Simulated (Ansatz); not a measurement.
## TiH (Fm-3m): from the cell to its phonons

Wanted: vibrations and spectra of TiH (Fm-3m); the cell is already relaxed. After the zone centre comes a 4×4×4 q mesh on a 16×16×16 k mesh.

Program: Ansatz 0.2.0. Level of theory: DFT LDA, scalar-relativistic, plane waves, PAW. Results are calculated unless marked as measured.

### Step 1. The structure

The structure is cubic, space group Fm-3m (No. 225). The conventional cell has a = 4.103 Å, b = 4.103 Å, c = 4.103 Å, α = 90.00°, β = 90.00°, γ = 90.00°. Nearest to Ti lie 6 H at 2.05 Å. Nearest to H lie 6 Ti at 2.05 Å. Farther neighbours are not listed.

### Step 2. Linear response at the zone centre

The cell comes from relaxations at this level that are not shown. The zone centre comes first: it holds the modes that light can see, as far as symmetry allows. No field response is asked, since the mesh shows no gap.

input.yaml

```yaml
crystal:
  lattice:
    - [0.0, 2.051566442, 2.051566442]
    - [2.051566442, 0.0, 2.051566442]
    - [2.051566442, 2.051566442, 0.0]
  atoms:
    - { symbol: Ti, position: [0.0, 0.0, 0.0] }
    - { symbol: H, position: [0.5, 0.5, 0.5] }
kpoints:
  mp_grid: { grid: [16, 16, 16] }
hamiltonian:
  xc: lda
scf:
  occupations: { method: methfessel_paxton, width: 0.15 }
output:
  eigenvalues: true
phonons:
  method: dfpt
```

The run is started by

```bash
$ ansatz run input.yaml --threads 4 --pin off --max-ram 7168MiB --backend cpu --events-out ev --progress --plain --runs-dir out
```

Numbers of over 12 decimals in the logs are rounded to 6 here.

The program printed:

```text
Engine: ansatz 0.2.0, aarch64-unknown-linux-gnu
Pseudopotentials: kind: paw
Pseudopotential: Ti, paw, valence charge 12, recommended cutoff 420 eV (normal), Ti.paw.azcp
Pseudopotential: H, paw, valence charge 1, recommended cutoff 420 eV (normal), H.paw.azcp
Functional definition: SPW92
  exchange = slater_x
  correlation = pw_c
Crystal: 2 atoms, lattice volume = 17.270 Å³
Basis set: ecut = 420 eV, 331 PW (Γ), exchange–correlation on 40×40×40 points (8 copies of the dense FFT grid, shifted against one another)
Bands: 11, of which v1, the nominal top of the filled ones, is band 7 counted from 1 (6 counted from 0)
Symmetry: 48 space group operations
k-points: 349 of 4096 (irreducible under 8 space group operations, time reversal used)
Non-local potential: Ti, projectors of the file, l = 0: 3, l = 1: 2, l = 2: 3, l = 3: 1
Non-local potential: H, projectors of the file, l = 0: 2, l = 1: 1
PAW form: soft (Blöchl's): semilocal exchange-correlation on the pseudo side does not see the compensation charge
PAW frozen core: Ti, regenerated for the run's functional, and the local potential with it (the file was generated under x = pbe(κ = 0.804, μ = 0.219515), c = pbe(β = 0.066725))
PAW one-centre angular grid: Ti, 590 points (default); XC on 64 Gauss nodes
PAW one-centre angular grid: H, 110 points (default); XC on 64 Gauss nodes
Initial density: superposition of atomic densities (neutral atoms: chi_scale 0, normalization atom), corrected by the library's trained network
Initial wavefunctions: pseudopotential atomic-orbital guess
Functional: x = slater, c = lda
SCF iter   1: F=—  HF=-2466.783721 eV  |F-HF|=—  |Δ(HF+E_count)|=         —  Δρ=1.07e-2  dr2=1.50e-2  ethr=1.77e-3  ⟨swp⟩=4.3  Hψ=19820  notcnv=0
preconditioner: auto → none  [metal: Δε(μ)=0.021 eV  Ē_g=6.876 eV  σ=0.150 eV  W_gap=0.12  n_scr=0 (ndim 8)  ℏωp=20.0 eV  f_vac=0.000  D(μ)=1.75/eV (n_scr^D=14)]
SCF iter   2: F=—  HF=-2466.777935 eV  |F-HF|=—  |Δ(HF+E_count)|=   5.79e-3  S|Δr|=    0.00e0  Δρ=3.44e-3  dr2=1.44e-3  ethr=1.15e-4  ⟨swp⟩=1.0  Hψ=6631  notcnv=0
SCF iter   3: F=—  HF=-2466.777439 eV  |F-HF|=—  |Δ(HF+E_count)|=   4.96e-4  S|Δr|=    0.00e0  Δρ=7.25e-4  dr2=5.72e-5  ethr=1.11e-5  ⟨swp⟩=2.0  Hψ=4144  notcnv=0
SCF iter   4: F=—  HF=-2466.777427 eV  |F-HF|=—  |Δ(HF+E_count)|=   1.22e-5  S|Δr|=    0.00e0  Δρ=2.42e-4  dr2=3.57e-6  ethr=4.40e-7  ⟨swp⟩=2.8  Hψ=6095  notcnv=0
SCF iter   5: F=—  HF=-2466.777426 eV  |F-HF|=—  |Δ(HF+E_count)|=   9.21e-7  S|Δr|=    0.00e0  Δρ=6.06e-5  dr2=2.05e-7  ethr=2.75e-8  ⟨swp⟩=2.9  Hψ=6024  notcnv=0
SCF iter   6: F=—  HF=-2466.777426 eV  |F-HF|=—  |Δ(HF+E_count)|=   1.58e-7  S|Δr|=    0.00e0  Δρ=7.06e-6  dr2=2.84e-9  ethr=1.58e-9  ⟨swp⟩=2.9  Hψ=6046  notcnv=0
SCF iter   7: F=-2466.777426 eV  HF=-2466.777426 eV  |F-HF|=1.82e-12  |Δ(HF+E_count)|=  1.58e-10  S|Δr|=    0.00e0  Δρ=4.09e-7  dr2=9.88e-12  ethr=1.00e-12  ⟨swp⟩=4.2  Hψ=16975  notcnv=0
SCF 1 converged in 7 iterations: F = -2466.777426 eV  dr2 = 9.88e-12
  greatest PAW one-centre occupation: 0.999 electrons in one spin orbital (limit 2), on the Ti atom at site 0 (counted from 0), in its partial waves of l = 0
DFPT response loops at Γ: preconditioner auto → Kerker (q_TF=auto, 2.602 Å⁻¹) (partly filled bands, converged f_vac=0.000); β = 1.00, the filter's whole step (`scf.mixing.beta` (0.50) is not read by the response loops under this deck's `scf.mixing.preconditioner`; to damp them name `kerker` or `kerker_dos`, under which they read `scf.mixing.beta`, and type it under 1.00, their step now; both keys bind the ground state too); Broyden in place of MSR1
SCF converged after 7 iterations
Stability not checked: this state was not tested for a lower state beside it, because cold or Methfessel-Paxton smearing, or corrected tetrahedra, fill the levels in a way that the test cannot read (fill_not_monotonic; see scf.lower_state_search)
Free energy (F): -2466.777426 eV
Harris-Foulkes:  -2466.777426 eV  (|F-HF|=1.82e-12)
Internal energy: -2466.778355 eV  (E = F + TS)
E sigma→0 (E₀):  -2466.777658 eV
Entropy (-TS):   0.000929 eV (0.464 meV/atom)
Fermi energy:    14.258100 eV
--- Per-component energies (eV) ---
  E_band       = -137.934556
  E_kinetic    = 289.498939
  E_local      = -768.600336  (includes V_loc(G=0)·N_el)
  E_nonlocal   = 13.585120
  E_hartree    = 317.963536
  E_xc         = -107.158527
  E_vxc        = -135.366046  (∫ρ·V_xc dr)
  E_paw        = -999.957609  (= ΣΔE_a)
  E_vpaw       = -172.978187  (= ΣTr[D̂ρ^β])
  E_aug_tail   = -0.001050  (compensation charges beyond the density's cutoff)
  E_ewald      = -1212.434378
  E_core_change = 0.325950  (= ΣΔE_core)
  E_smearing   = 0.000929  (= −TS)
  E_closure    = -0.000000  (closes the sum)
  Σ components = -2466.777426   (vs F -2466.777426, Δ=0.00e0)
--- Band table (eV; the first three rows and the last of 349) ---
  k-point 0: bands = [... 3 lower, -17.9483, 4.6202, 14.9543, 14.9543, 14.9543, 16.5173, 16.5173, 25.5595]
  k-point 1: bands = [... 3 lower, -17.9518, 4.7367, 14.8632, 15.0011, 15.0011, 16.4732, 16.4732, 25.0367]
  k-point 2: bands = [... 3 lower, -17.9618, 5.0781, 14.5995, 15.1091, 15.1091, 16.3844, 16.3844, 23.9494]
  k-point 348: bands = [... 3 lower, -18.2299, 8.0572, 13.4857, 13.4857, 15.7998, 18.1660, 20.6883, 21.9170]
--- Phonons (Γ-DFPT): 2 representative perturbations + reference, on 349 of 4096 k-points (Σ response iterations 7) ---
  k mesh reduced under 8 symmetry operations, with k and −k counted as one. Each operation leaves every solved perturbation unchanged. A smaller set is not used because it would not reduce the number of displacements times k-points to solve
  ASR residual: 5.473e-5 → 0.000e0 eV/Å²; symmetrization residual: 8.692e-7 eV/Å²
  ASR residual per site (eV/Å²): 2.00e-5 5.47e-5
  Γ frequencies (cm⁻¹): 0.00 0.00 0.00 956.08 956.08 956.08
  non-analytic LO–TO correction: not included (Born effective charges unavailable; polar crystals: no LO–TO splitting at Γ)
```

Run time: 4.1 s. Hardware: 4 threads of Arm Neoverse V2, shared host; peak memory 0.48 GiB; 13 s of CPU time.

The column dr2 measures how far the density is from self-consistency, as an energy; F and HF (Harris–Foulkes) agree once it is small.

Numbers from this step:

```
volume per atom                                         : 8.635 Å³
gap on the k-mesh                                       : 0 eV
sum-rule residual before enforcement                    : 5.47e-5 eV/Å²
point group                                             : m-3m
highest optical mode at the zone centre (no LO-TO term) : 956.1 cm⁻¹
lowest optical zone-centre mode                         : 956.1 cm⁻¹
```

Patterns of degenerate modes are one choice out of their space. The modes at Γ (shares of kinetic energy by element, %):

```csv
mode,frequency (cm⁻¹),symmetry,Ti %,H %
1,0.0,acoustic,98,2
2,0.0,acoustic,98,2
3,0.0,acoustic,98,2
4,956.1,T1u,2,98
5,956.1,T1u,2,98
6,956.1,T1u,2,98
```

Displacements in mode 4 (956.1 cm⁻¹), the largest set to 1:
```
Ti1  0.00  0.00 -0.02
H2   0.00  0.00  1.00
```

Before it was imposed, the acoustic sum rule was missed by 5.5e-5 eV/Å². Small misses are needed for a sound result but don't prove that mesh and cutoff are converged. The lowest optical mode is real, 956 cm⁻¹.

### Step 3. Response at finite wavevector

Stability and thermal properties need the whole zone. Linear response on a 4×4×4 q mesh gives force constants as far as a supercell of that size would.

Edit input.yaml of step 2 so:

```diff
@@ -18 +18,8 @@
   method: dfpt
+  qmesh: [4, 4, 4]
+  temperatures: { t_max: 1000, t_step: 50 }
+  qpath:
+    path:
+      - [[0.0, 0.0, 0.0], [0.5, 0.0, 0.5], [0.625, 0.25, 0.625]]
+      - [[0.375, 0.375, 0.75], [0.0, 0.0, 0.0], [0.5, 0.5, 0.5], [0.5, 0.25, 0.75], [0.5, 0.0, 0.5]]
+    npoints: 10
```

The program printed:

```text
[...]
Crystal: 2 atoms, lattice volume = 17.270 Å³
Basis set: ecut = 420 eV, 331 PW (Γ), exchange–correlation on 40×40×40 points (8 copies of the dense FFT grid, shifted against one another)
Bands: 11, of which v1, the nominal top of the filled ones, is band 7 counted from 1 (6 counted from 0)
[... 1 set-up line as in the run before ...]
k-points: 145 of 4096
[...]
SCF iter   1: F=—  HF=-2466.783740 eV  |F-HF|=—  |Δ(HF+E_count)|=         —  Δρ=1.07e-2  dr2=1.50e-2  ethr=1.77e-3  ⟨swp⟩=4.3  Hψ=8238  notcnv=0
[...]
SCF iter   8: F=-2466.777426 eV  HF=-2466.777426 eV  |F-HF|=9.09e-13  |Δ(HF+E_count)|=    0.00e0  S|Δr|=    0.00e0  Δρ=2.14e-8  dr2=2.60e-14  ethr=1.00e-12  ⟨swp⟩=4.8  Hψ=5339  notcnv=0
SCF 1 converged in 8 iterations: F = -2466.777426 eV  dr2 = 2.60e-14
[...]
phonons: the bands overlap, so this run is a metal and interpolates without the dipole-dipole term. If the crystal is really an insulator or semiconductor, its LO-TO splitting is missing
NSCF: frozen V_eff on 145 k-points
[...]
DFPT response loops at q = (0, 0, 0) (fractional): preconditioner auto → Kerker (q_TF=auto, 2.602 Å⁻¹) (partly filled bands, converged f_vac=0.000); β = 1.00, the filter's whole step (`scf.mixing.beta` (0.50) is not read by the response loops under this deck's `scf.mixing.preconditioner`; to damp them name `kerker` or `kerker_dos`, under which they read `scf.mixing.beta`, and type it under 1.00, their step now; both keys bind the ground state too); Broyden in place of MSR1
[...]
SCF converged after 8 iterations
[...]
Free energy (F): -2466.777426 eV
[...]
Internal energy: -2466.778355 eV  (E = F + TS)
E sigma→0 (E₀):  -2466.777658 eV
Entropy (-TS):   0.000929 eV (0.464 meV/atom)
Fermi energy:    14.258101 eV
[...]
--- Band table (eV; the first three rows and the last of 145) ---
  k-point 0: bands = [... 3 lower, -17.9483, 4.6202, 14.9543, 14.9543, 14.9543, 16.5173, 16.5173, 25.5595]
  k-point 1: bands = [... 3 lower, -17.9518, 4.7367, 14.8632, 15.0011, 15.0011, 16.4732, 16.4732, 25.0367]
  k-point 2: bands = [... 3 lower, -17.9618, 5.0781, 14.5995, 15.1091, 15.1091, 16.3844, 16.3844, 23.9494]
  k-point 144: bands = [... 3 lower, -18.2299, 8.0572, 13.4857, 13.4857, 15.7998, 18.1660, 20.6883, 21.9170]
--- Phonons (Γ-DFPT): 2 representative perturbations + reference (Σ response iterations 7) ---
  ASR residual: 2.696e-6 → 0.000e0 eV/Å²; symmetrization residual: 8.422e-7 eV/Å²
  ASR residual per site (eV/Å²): 2.70e-6 5.53e-7
  Γ frequencies (cm⁻¹): 0.00 0.00 0.00 956.08 956.08 956.08
--- Phonons (arbitrary-q DFPT): 8 irreducible q on the 4×4×4 mesh ---
  q = [0.0000, 0.0000, 0.0000] (star 1, of the zone-centre solve; hermiticity 5.08e-7, symmetrization 6.80e-13): -0.00 -0.00 0.00 956.08 956.08 956.08
  q = [0.0000, 0.0000, 0.2500] (star 8, 2 solved perturbations on 2176 of 4096 k-point pairs; hermiticity 3.08e-7, symmetrization 2.03e-8): 56.44 56.44 206.67 941.35 960.83 960.83
[...]
q = [0.0000, 0.2500, 0.2500] (star 6, 4 solved perturbations in 3616 linear systems a pass and spin channel, the states on 1160 of 4096 k-point pairs; hermiticity 1.53e-7, symmetrization 3.73e-8): 128.05 128.05 145.21 940.35 940.35 988.80
[...]
sum rule: each row above includes the acoustic sum rule's correction from the zone centre's row sums; it moved no ω² by more than (0.39 cm⁻¹)²
  mesh force constants: q→R imaginary residual 1.49e-18; ASR residual 2.696e-6 → 0.000e0 eV/Å²; symmetrization residual 1.776e-15 eV/Å²
  interpolated dispersion: 62 rows × 6 modes
  density of states and harmonic sums: on the 28×28×28 q-mesh, interpolated from the force constants of a 4×4×4 supercell (no non-analytic term)
  largest difference from the sums on the solved wave vectors: F 1.71e-2 eV, S 2.32e-5 and C_V 6.67e-6 eV/K
  zero-point energy: 0.210461 eV/cell   skipped modes (ω ≤ 0): 90, of them read as no rigid motion or as one in doubt: 87 (1.173e-1 modes/cell left out, lowest -77.36 cm⁻¹)   left out of the sums: 1.96e-2 of the cell's modes: C_V's classical limit lies that fraction below 3 k_B per atom; for a crystal, a wire or a layer, F and S can be off by more, and a phonons.interpolated_qmesh denser along its periods is the remedy for the sampling
```

It took 1.9 min on 4 threads; peak memory 2.2 GiB.

This step gave:

```yaml
sum_rule_residual_before_enforcement: 2.70e-6 eV/Å²
lowest_frequency_on_the_path: -76.65 cm⁻¹
highest_frequency_on_the_path_or_at_a_solved_wavevector: 989.5 cm⁻¹
lowest_mode_on_the_q_mesh_acoustic_modes_at_gamma_apart: 56.44 cm⁻¹
```

Frequencies (cm⁻¹) solved at each irreducible wavevector; negative means imaginary. Frequencies by wavevector, by row:

```csv
q in reciprocal lattice units,star,mode 1,mode 2,mode 3,mode 4,mode 5,mode 6
0 0 0,1,0,0,0,956.1,956.1,956.1
0 0 0.25,8,56.4,56.4,206.7,941.4,960.8,960.8
0 0 -0.5,4,159,159,321.7,899.5,970.5,970.5
0 0.25 0.25,6,128.1,128.1,145.2,940.4,940.4,988.8
0 0.25 -0.5,24,157,176.2,268.9,943.5,956.7,971
0 0.25 -0.25,12,71.5,173.9,264.6,925.8,967.3,975.7
0 -0.5 -0.5,3,216.1,216.1,230.3,951.7,951.7,966.2
0.25 -0.5 -0.25,6,197.3,212.7,212.7,941,941,989.5
```

Interpolated from a 4×4×4 q mesh. The phonon branches at the labelled points (cm⁻¹):

```csv
point,branch 1,branch 2,branch 3,branch 4,branch 5,branch 6
Γ,0,0,0,956,956,956
halfway,128,128,145,940,940,989
X,216,216,230,952,952,966
halfway,207,221,226,953,957,961
U,179,215,238,948,960,966
jump to K,179,215,238,948,960,966
halfway,-61,134,228,929,963,974
Γ,0,0,0,956,956,956
halfway,56,56,207,941,961,961
L,159,159,322,900,971,971
halfway,154,172,285,931,963,973
W,197,213,213,941,941,990
halfway,207,215,222,944,957,971
X,216,216,230,952,952,966
```

The phonon branches as a text plot (rows in cm⁻¹):

```
    967 |********************************************************
    923 |    *****         *********        ***** ************
    878 |                                        *
    834 |
    790 |
    745 |
    701 |
    656 |
    612 |
    568 |
    523 |
    479 |
    434 |
    390 |
    345 |
    301 |                                      ********
    257 |                 ******             **        **
    212 |        ************   *           *           *********
    168 |       **       *** *** *         *    **********
    123 |    ***            *   ****      *   **
     79 |   ***              **   ***    *   *
     34 | **                   *    **  *   *
    -10 |*                           ***** *
    -54 |                       *****     *
         Γ           X  U|K            Γ         L        W     X
```

The phonon density of states has structure finer than the step of the table below, so its rows give means over 50 cm⁻¹, whole bins alone (the curve runs from -75 to 995 cm⁻¹). Peaks (cm⁻¹: height): 165.0: 0.0220, 975.0: 0.0659.

Tetrahedra on a 28×28×28 mesh, mean over bins of 10 cm-1. Interpolated from a 4×4×4 q mesh. Phonon density of states against wavenumber; means over each step:

```csv
wavenumber (cm⁻¹),phonon density of states (1/cm⁻¹/cell)
-50,0.00179
0,9.9e-4
50,0.00264
100,0.00667
150,0.0170
200,0.0153
250,0.0114
300,0.00420
350,7.0e-6
400,0
450,0
500,0
550,0
600,0
650,0
700,0
750,0
800,0
850,0
900,0.00344
950,0.0467
```

The partial phonon density of states has structure finer than the step of the table below, so its rows give means over 50 cm⁻¹, whole bins alone (the curve runs from -87.4 to 1029 cm⁻¹). Peaks (cm⁻¹: height): H 966.2: 0.0585; Ti 158.5: 0.0209.

Phonopy on the run's constants, 21x21x21 mesh, Gaussian sigma 8.0 cm-1. Interpolated from a 4×4×4 q mesh. Table of partial phonon density of states by wavenumber; means over each step; values in 1/cm⁻¹/cell:

```csv
wavenumber (cm⁻¹),H,Ti
-50,2.8e-5,0.00189
0,8.0e-6,5.7e-4
50,3.4e-5,0.00283
100,5.2e-5,0.00672
150,7.1e-5,0.0166
200,6.3e-5,0.0154
250,3.8e-5,0.0111
300,1.2e-5,0.00434
350,0,6.8e-5
400,0,0
450,0,0
500,0,0
550,0,0
600,0,0
650,0,0
700,0,0
750,0,0
800,0,0
850,0,0
900,0.00422,2.1e-5
950,0.0446,2.5e-4
1000,0.0108,3.0e-5
```

Second derivatives of the energy by pair, one row for each kind of neighbour of each atom listed. Each entry sums the pair over the periodic images of the supercell that the q mesh stands for, and in a polar crystal it holds the long-range dipole part too. Force constants by pair, by row:

```csv
atom,neighbour,distance (Å),third of the trace (eV/Å²),along the pair's line (eV/Å²)
Ti1,itself,0,7.093,–
Ti1,H,2.052,-0.4964,-1.016
Ti1,Ti,2.901,-0.4098,-1.694
Ti1,H,3.553,-0.0767,-0.2833
Ti1,Ti,4.103,-0.1252,-0.0285
Ti1,H,4.587,0.0103,-0.0019
Ti1,Ti,5.025,0.0162,0.0295
Ti1,Ti,5.803,0.2274,0.5121
Ti1,H,6.155,0.0093,0.0554
H2,itself,0,3.372,–
H2,Ti,2.052,-0.4964,-1.016
H2,H,2.901,-0.0046,0.0149
H2,Ti,3.553,-0.0767,-0.2833
H2,H,4.103,0.0024,-0.0574
H2,Ti,4.587,0.0103,-0.0019
H2,H,5.025,-2.00e-4,-0.001
H2,H,5.803,-0.0039,-0.0131
H2,Ti,6.155,0.0093,0.0554
```

Symmetry leaves 8 wavevectors to solve. The lowest mode among them, the acoustic zeros apart, lies at q = (0, 0, 0.25) and is real, 56.4 cm⁻¹. Between them the interpolated path dips to 77i cm⁻¹.

### Step 4. Summary of results

```
space group (within 0.01 Å)                             : Fm-3m
volume per atom                                         : 8.63 Å³
electronic character                                    : no gap on this mesh
highest optical mode at the zone centre (no LO-TO term) : 956 cm⁻¹
lowest optical zone-centre mode                         : 956 cm⁻¹
lowest mode on the q mesh (acoustic modes at Γ apart)   : 56.4 cm⁻¹
highest frequency on the path or at a solved wavevector : 990 cm⁻¹
imaginary modes on the 4×4×4 q mesh                     : none
```

No mode is imaginary at the 8 irreducible wavevectors solved, but between them the interpolated path dips to 76.6i cm⁻¹, so stability is not settled. The optical modes at Γ form one degenerate level at 956 cm⁻¹. The highest mode in this list at Γ, 956.1 cm⁻¹, is mostly motion of H (98 % of the kinetic energy). The interpolated path dips to 77i cm⁻¹ between the solved wavevectors, which may come from the interpolation; a denser q mesh would tell. With no gap, or one that is small against the smearing, the frequencies hang on the k mesh and the smearing, most of all near Kohn anomalies. The phonon runs are without spin polarisation, although the cell has an odd electron count. These are harmonic frequencies at zero temperature: anharmonic shifts, linewidths and thermal expansion are left out.

[Logs are printed without paths, hosts, clocks, repeated set-up lines and the standing remarks that a program may print on its own settings, such as how far it seeks lower states.]

[Hosts, paths, dates, database ids (printed as entryN), source tags and the programs' standing remarks are cut or masked in the printed files.]
